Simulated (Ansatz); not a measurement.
# Quasi-harmonic thermodynamics of BP (F-43m)

Aim: the lattice, expansion, heat capacity and bulk modulus of BP as it warms.

What experiment has found for this phase:
- volume expansion coefficient 9.6 1e-6/K near room temperature (given in “Thermal expansion coefficients of high thermal conducting BAs and BP materials (three times its linear coefficient)”, 2019, arxiv:1906.04101)

Main program and level: Ansatz 0.2.0; DFT LDA, scalar-relativistic, plane waves, PAW.

Most raw output is cut from this account.

## Step 1: The structure

Symmetry: F-43m, No. 216, cubic system. The conventional cell has a = 4.538 Å, b = 4.538 Å, c = 4.538 Å, α = 90.00°, β = 90.00°, γ = 90.00°. Nearest to B lie 4 P at 1.97 Å. Nearest to P lie 4 B at 1.97 Å. Farther neighbours are not listed.

## Step 2: A first coarse run

Before spending time, one coarse run tells the gap and the pressure of the starting cell.

input.yaml

```yaml
crystal:
  lattice:
    - [0.0, 2.269, 2.269]
    - [2.269, 0.0, 2.269]
    - [2.269, 2.269, 0.0]
  atoms:
    - { symbol: B, position: [0.0, 0.0, 0.0] }
    - { symbol: P, position: [0.25, 0.25, 0.25] }
kpoints:
  mp_grid: { grid: [6, 6, 6] }
hamiltonian:
  xc: lda
scf:
  occupations: { method: gaussian, width: 0.1 }
output:
  forces: true
  stress: true
  eigenvalues: true
```

Launch:

```bash
$ ansatz run input.yaml --threads 4 --pin off --max-ram 8192MiB --backend cpu --events-out ev --progress --plain --runs-dir out
```

It took 3.3 s on 4 threads of Arm Neoverse V1, shared host; peak memory 0.3 GiB.

A gap read on the k-mesh alone can miss the band edges.

This step gave:

```yaml
pressure: -5.108 GPa
gap_on_the_k_mesh: 1.298 eV
volume_per_atom: 11.68 Å³
```

The start is under -5.1 GPa at this level and looks like an insulator or semiconductor on this mesh.

## Step 3: Finding the static equilibrium

Phonons are second derivatives about a minimum, so cell and atoms are relaxed first, inside the symmetry of the start.

input.yaml, the sections that differ from step 2:

```yaml
kpoints:
  mp_grid: { grid: [10, 10, 10] }
scf:
  occupations: { method: gaussian, width: 0.02 }
output:
  forces: true
  stress: true
  eigenvalues: true
  write_density: true
  write_potential: true
  elf: true
  volumetric_format: npy
relax:
  adjacent_minimum: "off"
  f_tol: 0.005
  max_steps: 80
  cell: { stress_tol: 0.05 }
# crystal, hamiltonian: as in step 2
```

Wall time 2.3 s (4 threads); peak memory 0.33 GiB; 7.9 s of CPU time.

Step by step:

```tsv
step	energy less that of the first step (eV)	largest force component (eV/Å)	pressure (GPa)	volume (Å³)
1	0.0000	0.0000	-5.23	23.36
2	-0.0101	0.0000	-2.38	22.96
3	-0.0128	0.0000	0.11	22.63
4	-0.0128	0.0000	0.00	22.64
5*	-0.0121	0.0000	-0.04	22.64
```

Relaxation steps marked * repeat the geometry before them on a plane-wave basis chosen anew for their cell, so energy and pressure can jump there.

The run keeps the 24 symmetry operations that it works with, so distortions that break them were not tested.

```tsv
conventional cell, symmetrised	before	after	change
a (Å)	4.538	4.491	-1.0 %
b (Å)	4.538	4.491	-1.0 %
c (Å)	4.538	4.491	-1.0 %
volume (Å³/atom)	11.68	11.32	-3.1 %
```

The relaxed structure:

```cif
data_structure
_symmetry_space_group_name_H-M 'P 1'
_symmetry_Int_Tables_number 1
_cell_length_a 3.1755
_cell_length_b 3.1755
_cell_length_c 3.1755
_cell_angle_alpha 60.000
_cell_angle_beta 60.000
_cell_angle_gamma 60.000
_cell_volume 22.64
loop_
_atom_site_label
_atom_site_type_symbol
_atom_site_fract_x
_atom_site_fract_y
_atom_site_fract_z
_atom_site_occupancy
B1 B 0.00000 0.00000 0.00000 1
P2 P 0.25000 0.25000 0.25000 1
```

This step gave:

```yaml
pressure: -0.03758 GPa
gap_on_the_k_mesh: 1.151 eV
volume_per_atom: 11.32 Å³
```

ELF in the ac plane of a cell with a along [110], b along [-110] and c along [001] of the cube at fractional y = 0.000, with atoms of B and P within 0.2 Å of it. It is the smooth field of the valence electrons, not physical close to the nuclei.

Ten even steps from '_' (0.02) to '@' (0.93), each cell a mean:
```
..**@@%%##%%@@%%--..**@@%%##%%@@%%--
++%%@@%%--**@@@@##++%%@@%%--**@@@@##
++%%%%==__..##%%**++%%%%==__..##%%**
::++**::__..==**--::++**::__..==**--
__::==++++++++--..__::==++++++++--..
____::++****==..______::++****==..__
______..::::..__________..::::..____
..______________....______________..
--::..________..----::..________..--
**==::______..--++**==::______..--++
--====::....--==----====::....--==--
__--****==++**++..__--****==++**++..
```
Columns run along a (6.4 Å), rows up along c (4.5 Å), edges of the conventional cell, whose origin can differ from the input's. Atoms in or near the plane, at fractional coordinates: B at (0.50, 0.00), B at (0.00, 0.00), P at (0.75, 0.75), P at (0.25, 0.75).

Valence density in the ac plane of a cell with a along [110], b along [-110] and c along [001] of the cube at fractional y = 0.000, with atoms of B and P within 0.2 Å of it. It is the smooth field of the valence electrons, not physical close to the nuclei.

Ten even steps from '0' (0.05 e/Å³) to '9' (0.93 e/Å³), each cell a mean:
```
688766787688766787
689957987689957987
358513864358513864
125423531125423531
013566420013566420
001343200001343200
000111000000111000
000000000000000000
110000011110000011
431000024431000024
652100146652100146
465322465465322465
```
Columns run along a (6.4 Å), rows up along c (4.5 Å), edges of the conventional cell, whose origin can differ from the input's. Atoms in or near the plane, at fractional coordinates: B at (0.50, 0.00), B at (0.00, 0.00), P at (0.75, 0.75), P at (0.25, 0.75).

Electrostatic potential energy in the ac plane of a cell with a along [110], b along [-110] and c along [001] of the cube at fractional y = 0.000, with atoms of B and P within 0.2 Å of it. With pseudopotentials it is smooth inside the atoms' cores, unlike the true potential.

Values in eV, 7 rows by 16 columns, each cell a mean:
```
-32 -11  -1 -16 -20  -6  -3 -25 -32 -11  -1 -16 -20  -6  -3 -25
  8   4 -22 -56 -59 -40  -3   7   8   4 -22 -56 -59 -40  -3   7
 11   8  -6 -30 -35 -16   4  10  11   8  -6 -30 -35 -16   4  10
 12  11  10   8   8   9  11  12  12  11  10   8   8   9  11  12
 11  12  12  12  12  12  12  11  11  12  12  12  12  12  12  11
  4   8  11  12  13  12  10   5   4   8  11  12  13  12  10   5
-45 -17   6  10  10   9  -3 -36 -45 -17   6  10  10   9  -3 -36
```
Columns run along a (6.4 Å; values clipped at the 3rd and 97th percentile), rows up along c (4.5 Å), edges of the conventional cell, whose origin can differ from the input's. Atoms in or near the plane, at fractional coordinates: B at (0.50, 0.00), B at (0.00, 0.00), P at (0.75, 0.75), P at (0.25, 0.75).

The relaxation ends with a pressure of -0.04 GPa.

## Step 4: Tight relaxation

The relaxation is repeated with tighter thresholds on force and stress, since phonons are sensitive to what is left; a change of mesh or smearing in the input moves the cell too.

input.yaml

```yaml
crystal:
  lattice:
    - [0.0, 2.2453968284, 2.2453968284]
    - [2.2453968284, 0.0, 2.2453968284]
    - [2.2453968284, 2.2453968284, 0.0]
  atoms:
    - { symbol: B, position: [0.0, 0.0, 0.0] }
    - { symbol: P, position: [0.25, 0.25, 0.25] }
kpoints:
  mp_grid: { grid: [12, 12, 12] }
hamiltonian:
  xc: lda
scf:
  occupations: { method: fixed }
output:
  forces: true
  stress: true
  eigenvalues: true
relax:
  adjacent_minimum: "off"
  f_tol: 0.001
  max_steps: 60
  cell: { stress_tol: 0.01 }
```

Wall time 2.3 s (4 threads); peak memory 0.34 GiB; 8.2 s of CPU time.

Little changed from the start: no atom moved by 0.005 Å and no cell edge by 0.1 %.

Numbers from this step:

```yaml
pressure: 0.001498 GPa
gap_on_the_k_mesh: 1.145 eV
```

The residual pressure is 0.0015 GPa, small enough for phonons.

## Step 5: Phonons on strained cells, cutoff 487.2 eV, k-mesh 12×12×12

Thermal expansion follows from how the free energy of the vibrations (and of the electrons in a metal) changes with strain, so the program makes strained cells, their phonons and a fit in one run.

input.yaml, the sections that differ from step 4:

```yaml
crystal:
  lattice:
    - [0.0, 2.2452187559, 2.2452187559]
    - [2.2452187559, 0.0, 2.2452187559]
    - [2.2452187559, 2.2452187559, 0.0]
  atoms:
    - { symbol: B, position: [0.0, 0.0, 0.0] }
    - { symbol: P, position: [0.25, 0.25, 0.25] }
output:
  eigenvalues: true
phonons:
  method: dfpt
  qmesh: [2, 2, 2]
  temperatures: { t_max: 800.0, t_step: 50 }
  thermal_expansion: {}
# kpoints, hamiltonian, scf: as in step 4
# relax: removed
```

Wall time 63 s (4 threads); peak memory 0.68 GiB.

This step gave:

```
pressure                                         : -0.01150 GPa
volume expansion coefficient at 298 K            : 7.316 1e-6/K
C_P at 298 K                                     : 14.51 J/mol-atom/K
entropy at 298 K                                 : 10.44 J/mol-atom/K
isothermal bulk modulus at 298 K                 : 171.2 GPa
Grüneisen parameter at 298 K                     : 0.5943
volume at 298 K                                  : 11.42 Å³/atom
principal linear expansion coefficients at 298 K : 2.439, 2.439, 2.439 1e-6/K
```

Strained cells of the study; zero-point energy where phonons were solved; the pressures are stresses at a fixed cutoff and can carry an offset from the finite basis. Expansion cells, by row:

```tsv
cell	|a| (Å)	|b| (Å)	|c| (Å)	V (Å³/atom)	E - E_lowest (meV/atom)	pressure, compression positive (GPa)	gap (eV)	zero-point energy (meV/atom)
1	3.175	3.175	3.175	11.32	0	-0.032	1.145	-
2	3.201	3.201	3.201	11.59	3.517	-4.046	1.175	-
3	3.15	3.15	3.15	11.05	3.578	4.361	1.114	-
4	3.175	3.175	3.175	11.32	0	-0.05	1.145	102.7
5	3.191	3.191	3.191	11.49	1.408	-2.604	1.164	101.2
6	3.183	3.183	3.183	11.4	0.317	-1.26	1.154	102
7	3.198	3.198	3.198	11.56	2.735	-3.586	1.171	100.6
8	3.144	3.144	3.144	10.99	5.594	5.509	1.107	-
9	3.16	3.16	3.16	11.15	1.371	2.653	1.126	-
10	3.209	3.209	3.209	11.68	6.081	-5.25	1.184	-
```

Quasi-harmonic; a, b, c are the run's own cell vectors. Expansion, by row:

```tsv
T (K)	a (Å)	b (Å)	c (Å)	alpha (deg)	beta (deg)	gamma (deg)	cell volume (Å³/cell)	alpha_a (1e-6/K)	alpha_b (1e-6/K)	alpha_c (1e-6/K)	alpha_V (1e-6/K)	C_P (J/mol-atom/K)	C_V (J/mol-atom/K)	S (J/mol-atom/K)	B_T (GPa)	B_S (GPa)	Grueneisen	extrapolation	fit error (1e-6/K)
0	3.184	3.184	3.184	60	60	60	22.82	0	0	0	0	0	0	0	172.3	172.3	-	0	0
50	3.184	3.184	3.184	60	60	60	22.82	0.02	0.02	0.02	0.05	0.591	0.591	0.184	172.3	172.3	0.102	0	0
100	3.184	3.184	3.184	60	60	60	22.82	0.16	0.16	0.16	0.47	3.373	3.373	1.37	172.3	172.3	0.166	0	0
150	3.184	3.184	3.184	60	60	60	22.82	0.55	0.55	0.55	1.65	6.545	6.544	3.341	172.1	172.2	0.299	0	0
200	3.184	3.184	3.184	60	60	60	22.82	1.16	1.16	1.16	3.48	9.566	9.563	5.642	171.9	172	0.43	0	0
250	3.184	3.184	3.184	60	60	60	22.83	1.83	1.83	1.83	5.5	12.29	12.28	8.077	171.6	171.7	0.529	0	0
298.1	3.185	3.185	3.185	60	60	60	22.84	2.44	2.44	2.44	7.32	14.51	14.49	10.44	171.2	171.4	0.594	0	0.01
300	3.185	3.185	3.185	60	60	60	22.84	2.46	2.46	2.46	7.38	14.59	14.57	10.53	171.2	171.4	0.596	0	0.01
350	3.185	3.185	3.185	60	60	60	22.85	2.99	2.99	2.99	8.98	16.45	16.41	12.92	170.7	171.1	0.642	0	0.01
400	3.185	3.185	3.185	60	60	60	22.86	3.43	3.43	3.43	10.3	17.93	17.88	15.22	170.2	170.7	0.675	0	0.01
450	3.186	3.186	3.186	60	60	60	22.87	3.79	3.79	3.79	11.37	19.11	19.04	17.4	169.7	170.3	0.698	0	0.01
500	3.187	3.187	3.187	60	60	60	22.88	4.08	4.08	4.08	12.24	20.04	19.96	19.46	169.2	169.9	0.715	0	0.01
550	3.187	3.187	3.187	60	60	60	22.9	4.32	4.32	4.32	12.96	20.8	20.69	21.41	168.6	169.5	0.728	0	0.01
600	3.188	3.188	3.188	60	60	60	22.91	4.52	4.52	4.52	13.55	21.41	21.28	23.25	168.1	169.1	0.738	0	0.01
650	3.189	3.189	3.189	60	60	60	22.93	4.68	4.68	4.68	14.05	21.91	21.77	24.98	167.5	168.6	0.747	0	0.01
700	3.19	3.19	3.19	60	60	60	22.94	4.83	4.83	4.83	14.48	22.33	22.16	26.62	166.9	168.2	0.753	0	0.01
750	3.19	3.19	3.19	60	60	60	22.96	4.95	4.95	4.95	14.84	22.68	22.49	28.17	166.3	167.7	0.759	0	0.02
800	3.191	3.191	3.191	60	60	60	22.98	5.05	5.05	5.05	15.16	22.98	22.77	29.65	165.7	167.3	0.764	0	0.02
```

The expansion coefficient by temperature; values in 1e-6/K:

```tsv
temperature (K)	volume	principal 1
0	0	0
50	0.05	0.02
100	0.47	0.16
150	1.65	0.55
200	3.48	1.16
250	5.5	1.83
298	7.32	2.44
300	7.38	2.46
350	8.98	2.99
400	10.3	3.43
450	11.4	3.79
500	12.2	4.08
550	13.0	4.32
600	13.6	4.52
650	14.1	4.68
700	14.5	4.83
750	14.8	4.95
800	15.2	5.05
```

At 298 K the volume expansion is 7.32 × 10⁻⁶/K and B_T is 171 GPa. The log warns that this q-mesh is too narrow, so the figure can be far off. The program raised the cutoff to 487.2 eV by itself: with no cutoff typed, the study takes about 1.16 times the default for its relaxations and scales it with the volume for the phonons.

## Step 6: The quasi-harmonic study, k-mesh 8×8×8, q-mesh 4×4×4

The study relaxes the crystal at several strains, solves the phonons on some of them and minimises the free energy at each temperature (static energy, vibrations, the electrons in a metal, and PV under a set pressure); the q-mesh sets how far the force constants reach.

input.yaml: that of step 5 with these lines changed.

```diff
@@ -9,3 +9,3 @@
 kpoints:
-  mp_grid: { grid: [12, 12, 12] }
+  mp_grid: { grid: [8, 8, 8] }
 hamiltonian:
@@ -18,3 +18,3 @@
   method: dfpt
-  qmesh: [2, 2, 2]
+  qmesh: [4, 4, 4]
   temperatures: { t_max: 800.0, t_step: 50 }
```

Run time: 1.8 min. Hardware: 4 threads; peak memory 0.68 GiB.

Numbers from this step:

```yaml
pressure: 0.008057 GPa
gap_on_the_k_mesh: 1.184 eV
volume_expansion_coefficient_at_298_k: 8.622 1e-6/K
c_p_at_298_k: 14.54 J/mol-atom/K
entropy_at_298_k: 9.892 J/mol-atom/K
grueneisen_parameter_at_298_k: 0.6998
volume_at_298_k: 11.43 Å³/atom
principal_linear_expansion_coefficients_at_298_k: 2.874, 2.874, 2.874 1e-6/K
```

Strained cells of the study; zero-point energy where phonons were solved; the pressures are stresses at a fixed cutoff and can carry an offset from the finite basis. Expansion cells, by row:

```tsv
cell	|a| (Å)	|b| (Å)	|c| (Å)	V (Å³/atom)	E - E_lowest (meV/atom)	pressure, compression positive (GPa)	gap (eV)	zero-point energy (meV/atom)
1	3.175	3.175	3.175	11.32	0	-0.012	1.184	-
2	3.201	3.201	3.201	11.59	3.488	-4.029	1.209	-
3	3.15	3.15	3.15	11.05	3.613	4.383	1.159	-
4	3.175	3.175	3.175	11.32	0	-0.049	1.184	102.8
5	3.191	3.191	3.191	11.49	1.409	-2.604	1.2	101.2
6	3.183	3.183	3.183	11.41	0.365	-1.35	1.192	102
7	3.199	3.199	3.199	11.58	3.161	-3.843	1.207	100.4
8	3.144	3.144	3.144	10.99	5.598	5.51	1.153	-
9	3.16	3.16	3.16	11.15	1.37	2.654	1.169	-
10	3.211	3.211	3.211	11.71	7.025	-5.62	1.219	-
```

Quasi-harmonic; a, b, c are the run's own cell vectors. Expansion, by row:

```tsv
T (K)	a (Å)	b (Å)	c (Å)	alpha (deg)	beta (deg)	gamma (deg)	cell volume (Å³/cell)	alpha_a (1e-6/K)	alpha_b (1e-6/K)	alpha_c (1e-6/K)	alpha_V (1e-6/K)	C_P (J/mol-atom/K)	C_V (J/mol-atom/K)	S (J/mol-atom/K)	B_T (GPa)	B_S (GPa)	Grueneisen	extrapolation	fit error (1e-6/K)
0	3.184	3.184	3.184	60	60	60	22.83	0	0	0	0	0	0	0	172.3	172.3	-	0	0
50	3.184	3.184	3.184	60	60	60	22.83	0.04	0.04	0.04	0.11	0.387	0.387	0.107	172.3	172.3	0.333	0	0
100	3.184	3.184	3.184	60	60	60	22.83	0.28	0.28	0.28	0.85	2.948	2.948	1.054	172.2	172.2	0.341	0	0
150	3.184	3.184	3.184	60	60	60	22.83	0.79	0.79	0.79	2.38	6.254	6.253	2.874	172.1	172.2	0.451	0	0
200	3.185	3.185	3.185	60	60	60	22.84	1.49	1.49	1.49	4.48	9.435	9.43	5.114	171.9	172	0.562	0	0
250	3.185	3.185	3.185	60	60	60	22.84	2.23	2.23	2.23	6.69	12.26	12.25	7.532	171.6	171.7	0.645	0	0.01
298.1	3.185	3.185	3.185	60	60	60	22.85	2.87	2.87	2.87	8.62	14.54	14.51	9.892	171.2	171.5	0.7	0	0.01
300	3.185	3.185	3.185	60	60	60	22.85	2.9	2.9	2.9	8.69	14.62	14.59	9.983	171.1	171.5	0.702	0	0.01
350	3.186	3.186	3.186	60	60	60	22.86	3.46	3.46	3.46	10.37	16.51	16.46	12.38	170.7	171.1	0.74	0	0.01
400	3.186	3.186	3.186	60	60	60	22.88	3.92	3.92	3.92	11.75	18	17.94	14.69	170.2	170.8	0.768	0	0.01
450	3.187	3.187	3.187	60	60	60	22.89	4.29	4.29	4.29	12.86	19.18	19.1	16.88	169.6	170.4	0.787	0	0.01
500	3.188	3.188	3.188	60	60	60	22.9	4.59	4.59	4.59	13.76	20.12	20.01	18.95	169.1	170	0.802	0	0.01
550	3.188	3.188	3.188	60	60	60	22.92	4.83	4.83	4.83	14.5	20.88	20.74	20.91	168.5	169.6	0.813	0	0.01
600	3.189	3.189	3.189	60	60	60	22.94	5.04	5.04	5.04	15.12	21.49	21.33	22.75	167.9	169.2	0.822	0	0.01
650	3.19	3.19	3.19	60	60	60	22.96	5.21	5.21	5.21	15.63	21.99	21.81	24.49	167.3	168.8	0.829	0	0.01
700	3.191	3.191	3.191	60	60	60	22.97	5.36	5.36	5.36	16.07	22.41	22.2	26.14	166.7	168.3	0.835	0	0.01
750	3.192	3.192	3.192	60	60	60	22.99	5.48	5.48	5.48	16.45	22.76	22.53	27.7	166.1	167.9	0.84	0	0.02
800	3.193	3.193	3.193	60	60	60	23.01	5.59	5.59	5.59	16.78	23.06	22.8	29.17	165.5	167.4	0.844	0	0.03
```

The expansion coefficient by temperature; values in 1e-6/K:

```tsv
temperature (K)	volume	principal 1
0	0	0
50	0.11	0.04
100	0.85	0.28
150	2.38	0.79
200	4.48	1.49
250	6.69	2.23
298	8.62	2.87
300	8.69	2.9
350	10.4	3.46
400	11.8	3.92
450	12.9	4.29
500	13.8	4.59
550	14.5	4.83
600	15.1	5.04
650	15.6	5.21
700	16.1	5.36
750	16.4	5.48
800	16.8	5.59
```

Changing the q-mesh (2×2×2 → 4×4×4) and the k-mesh (12×12×12 → 8×8×8) takes the volume expansion at 298 K from 7.32 to 8.62 × 10⁻⁶/K and B_T from 171 to 171 GPa.

## Step 7: Relaxing at another setting

The functional, the potentials or the cutoff change, so the crystal is relaxed again at the new setting.

input.yaml, the sections that differ from step 6:

```yaml
kpoints:
  mp_grid: { grid: [12, 12, 12] }
output:
  forces: true
  stress: true
  eigenvalues: true
basis:
  ecutwfc: 320.0
relax:
  adjacent_minimum: "off"
  f_tol: 0.001
  max_steps: 60
  cell: { stress_tol: 0.01 }
# crystal, hamiltonian, scf: as in step 6
# phonons: removed
```

Run time: 1.2 s. Hardware: 4 threads; peak memory 0.32 GiB.

Little changed from the start: no atom moved by 0.005 Å and no cell edge by 0.1 %.

Numbers from this step:

```
pressure          : -0.006225 GPa
gap on the k-mesh : 1.139 eV
```

The residual pressure is -0.0062 GPa, small enough for phonons.

(Part 1 of 2 ends here.)

[Logs are printed without paths, hosts, clocks, repeated set-up lines and the standing remarks that a program may print on its own settings, such as how far it seeks lower states.]

[Hosts, paths, dates, database ids (printed as entryN), source tags and the programs' standing remarks are cut or masked in the printed files.]

[A step with changed settings may run another functional than the one named; its input shows which.]
